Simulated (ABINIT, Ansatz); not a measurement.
# TiSnS3 (Pm-3m): zone-centre phonons

Which modes does TiSnS3 (Pm-3m) have at the zone centre?

Method: DFT PBEsol, scalar-relativistic, plane waves, PseudoDojo norm-conserving pseudopotentials, in ABINIT 10.8.3.

The structure was built from a prototype and need not be the compound's stable phase.

## Step 1: Set-up

The structure is cubic, space group Pm-3m (No. 221). The conventional cell has a = 4.679 Å, b = 4.679 Å, c = 4.679 Å, α = 90.00°, β = 90.00°, γ = 90.00°. Nearest to Sn lie 12 S at 3.31 Å. Nearest to Ti lie 6 S at 2.34 Å. Nearest to S lie 2 Ti at 2.34 Å. Farther neighbours and most contacts between anions are not listed.

## Step 2: Relaxing the cell and atoms

The harmonic expansion needs vanishing forces, and a free crystal bears no stress, so cell and atoms are brought to rest. Stress is more sensitive to the basis than forces are: the last 3 Ha under the cutoff are smoothed with ecutsm, and the cutoff is raised above that of the later runs.

The starting cell comes from a relaxation made beforehand in Ansatz (PBEsol, PseudoDojo NC).

File relax.abi:

```
# relaxation
ionmov 2
optcell 2
dilatmx 1.08
ntime 40
tolmxf 1.0d-05
tolvrs 1.0d-14
prtwf 0
prtden 0
chksymtnons 0

# basis, mesh and filling
ecut 47.0
ecutsm 3.0
ngkpt 6 6 6
nshiftk 1
shiftk 0.0 0.0 0.0
istwfk *1
occopt 7
tsmear 0.01
nband 31
nstep 100
diemac 1000000.0
prtebands 0
prtgsr 0
useylm 1

# cell and atoms
acell 3*1.0 Angstrom
rprim 
    4.678983988 0.0 0.0
    0.0 4.678983988 0.0
    0.0 0.0 4.678983988
ntypat 3
znucl 50 22 16
natom 5
typat 1 2 3 3 3
xred 
    0.0 0.0 0.0
    0.5 0.5 0.5
    0.5 0.5 0.0
    0.5 0.0 0.5
    0.0 0.5 0.5
pp_dirpath "./pseudo"
pseudos "Sn.upf, Ti.upf, S.upf"
```

Command:

```
$ OMP_NUM_THREADS=1 mpirun -n 4 abinit relax.abi > relax.log
```

Numbers of over 12 decimals in the logs are rounded to 6 here.

relax.abo, the main output file:

```text
[banners, grids, parts of the stress and lines that vanish by symmetry left out]
- input  file    -> relax.abi
- output file    -> relax.abo
- root for input  files -> relaxi
[...]
Symmetries : space group Pm -3 m (#221); Bravais cP (primitive cubic)
[...]
mpw =       13448          nfft =      216000          nkpt =          20
[...]
== DATASET  1 ==================================================================
[...]
cutoff_energies: {ecut:  47.0, pawecutdg:  -1.0, }
[...]
ETOT  1  -170.37026896468    -1.704E+02 2.906E-01 1.813E+03
 ETOT  2  -163.04414949863     7.326E+00 8.707E-02 6.414E+04
 ETOT  3  -171.10432934079    -8.060E+00 1.298E-02 7.303E+01
 ETOT  4  -171.11119256860    -6.863E-03 8.194E-03 3.560E+01
 ETOT  5  -171.11367646689    -2.484E-03 1.274E-03 5.235E+00
[...]
At SCF step   15       vres2   =  1.51E-15 < tolvrs=  1.00E-14 =>converged.
[...]
sigma(1 1)= -4.51248729E-06  sigma(3 2)=  0.00000000E+00
  sigma(2 2)= -4.51248729E-06  sigma(3 1)=  0.00000000E+00
  sigma(3 3)= -4.51248729E-06  sigma(2 1)=  0.00000000E+00
[...]
convergence: {deltae: -1.734E-12, res2:  1.514E-15, residm:  9.241E-05, diffor: null, }
etotal    :  -1.71114255E+02
[...]
ETOT  1  -171.11419123777    -1.711E+02 7.586E-05 5.893E-01
[...]
At SCF step   11       vres2   =  3.92E-16 < tolvrs=  1.00E-14 =>converged.
[...]
sigma(1 1)= -3.31000578E-06  sigma(3 2)=  0.00000000E+00
  sigma(2 2)= -3.31000578E-06  sigma(3 1)=  0.00000000E+00
  sigma(3 3)= -3.31000578E-06  sigma(2 1)=  0.00000000E+00
[...]
convergence: {deltae: -5.940E-12, res2:  3.923E-16, residm:  2.561E-05, diffor: null, }
etotal    :  -1.71114256E+02
[...]
ETOT  1  -171.11376815040    -1.711E+02 1.537E-05 4.456E+00
[...]
ETOT 10  -171.11425723943     4.889E-12 5.078E-06 7.978E-13
 ETOT 11  -171.11425723943    -2.927E-12 5.152E-06 7.929E-15
 At SCF step   11       vres2   =  7.93E-15 < tolvrs=  1.00E-14 =>converged.
[...]
sigma(1 1)= -6.31884033E-09  sigma(3 2)=  0.00000000E+00
  sigma(2 2)= -6.31884033E-09  sigma(3 1)=  0.00000000E+00
  sigma(3 3)= -6.31884032E-09  sigma(2 1)=  0.00000000E+00
[...]
convergence: {deltae: -2.927E-12, res2:  7.929E-15, residm:  5.152E-06, diffor: null, }
etotal    :  -1.71114257E+02
[...]
At Broyd/MD step   3, gradients are converged :
[...]
sigma(1 1)= -6.31884033E-09  sigma(3 2)=  0.00000000E+00
  sigma(2 2)= -6.31884033E-09  sigma(3 1)=  0.00000000E+00
  sigma(3 3)= -6.31884032E-09  sigma(2 1)=  0.00000000E+00
[...]
- sigma(1 1)= -1.85906701E-04  sigma(3 2)=  0.00000000E+00
- sigma(2 2)= -1.85906701E-04  sigma(3 1)=  0.00000000E+00
- sigma(3 3)= -1.85906701E-04  sigma(2 1)=  0.00000000E+00
[...]
fcart     -0.0000000000E+00 -0.0000000000E+00 -0.0000000000E+00
           strten     -6.3188403295E-09 -6.3188403286E-09 -6.3188403234E-09
================================================================================

[key lines of the parts left out:]
pressure_GPa:   1.8591E-04
Total energy (etotal) [Ha]= -1.71114257239435E+02
```

It took 5.1 min on 4 MPI ranks of Arm Neoverse V1, shared host.

Little changed from the start: no atom moved by 0.005 Å and no cell edge by 0.1 %.

Read from the output:

- volume per atom: 20.52 Å³
- pressure: 1.86e-4 GPa
- gap on the k-mesh: 0 eV

## Step 3: Ground state

First-order wavefunctions inherit every error of the ground state, hence the very tight tolvrs. Occupations are smeared.

File gs.abi:

```
# ground state
tolvrs 1.0d-16
prtden 1
prtwf 1

# basis, mesh and filling
ecut 38.0
ngkpt 6 6 6
nshiftk 1
shiftk 0.0 0.0 0.0
istwfk *1
occopt 7
tsmear 0.01
nband 31
nstep 100
diemac 1000000.0
prtebands 0
prtgsr 0
useylm 1

# cell and atoms
acell 3*1.0 Angstrom
rprim 
    4.681363637 0.0 0.0
    0.0 4.681363637 0.0
    0.0 0.0 4.681363637
ntypat 3
znucl 50 22 16
natom 5
typat 1 2 3 3 3
xred 
    0.0 0.0 0.0
    0.5 0.5 0.5
    0.5 0.5 0.0
    0.5 0.0 0.5
    0.0 0.5 0.5
pp_dirpath "./pseudo"
pseudos "Sn.upf, Ti.upf, S.upf"
```

Command:

```
$ OMP_NUM_THREADS=1 mpirun -n 4 abinit gs.abi > gs.log
```

gs.abo, the main output file:

```text
[banners, grids, parts of the stress and lines that vanish by symmetry left out]
- input  file    -> gs.abi
- output file    -> gs.abo
- root for input  files -> gsi
[...]
Symmetries : space group Pm -3 m (#221); Bravais cP (primitive cubic)
[...]
mpw =        7809          nfft =      125000          nkpt =          20
[...]
== DATASET  1 ==================================================================
[...]
cutoff_energies: {ecut:  38.0, pawecutdg:  -1.0, }
[...]
ETOT  1  -170.51261551381    -1.705E+02 2.340E-01 9.647E+02
 ETOT  2  -163.24441380915     7.268E+00 1.415E-01 3.627E+04
 ETOT  3  -171.10411279486    -7.860E+00 1.510E-02 4.735E+01
 ETOT  4  -171.11120262206    -7.090E-03 1.563E-02 2.007E+01
 ETOT  5  -171.11360342468    -2.401E-03 2.746E-03 3.108E+00
[...]
ETOT 15  -171.11419572281     1.299E-11 9.505E-05 1.254E-15
 ETOT 16  -171.11419572282    -7.304E-12 9.948E-05 9.263E-18
 At SCF step   16       vres2   =  9.26E-18 < tolvrs=  1.00E-16 =>converged.
[...]
sigma(1 1)=  1.08191017E-06  sigma(3 2)=  0.00000000E+00
  sigma(2 2)=  1.08191017E-06  sigma(3 1)=  0.00000000E+00
  sigma(3 3)=  1.08191017E-06  sigma(2 1)=  0.00000000E+00
[...]
convergence: {deltae: -7.304E-12, res2:  9.263E-18, residm:  9.948E-05, diffor: null, }
etotal    :  -1.71114196E+02
[...]
sigma(1 1)=  1.08191017E-06  sigma(3 2)=  0.00000000E+00
  sigma(2 2)=  1.08191017E-06  sigma(3 1)=  0.00000000E+00
  sigma(3 3)=  1.08191017E-06  sigma(2 1)=  0.00000000E+00
[...]
- sigma(1 1)=  3.18308961E-02  sigma(3 2)=  0.00000000E+00
- sigma(2 2)=  3.18308961E-02  sigma(3 1)=  0.00000000E+00
- sigma(3 3)=  3.18308961E-02  sigma(2 1)=  0.00000000E+00
[...]
fcart     -0.0000000000E+00 -0.0000000000E+00 -0.0000000000E+00
           strten      1.0819101684E-06  1.0819101684E-06  1.0819101684E-06
================================================================================

[key lines of the parts left out:]
pressure_GPa:  -3.1831E-02
```

Wall time 76 s (4 MPI ranks); 5 min of CPU time.

Read from the output:

```yaml
pressure: -0.03183 GPa
```

The cell stands at -0.032 GPa, close enough for phonons.

(Part 1 of 4 ends here.)

[Host names and launcher messages were left out of these logs when they were recorded.]

[Logs are printed without paths, hosts, clocks, repeated set-up lines and the standing remarks that a program may print on its own settings, such as how far it seeks lower states.]

[Hosts, paths, dates, database ids (printed as entryN), source tags and the programs' standing remarks are cut or masked in the printed files.]
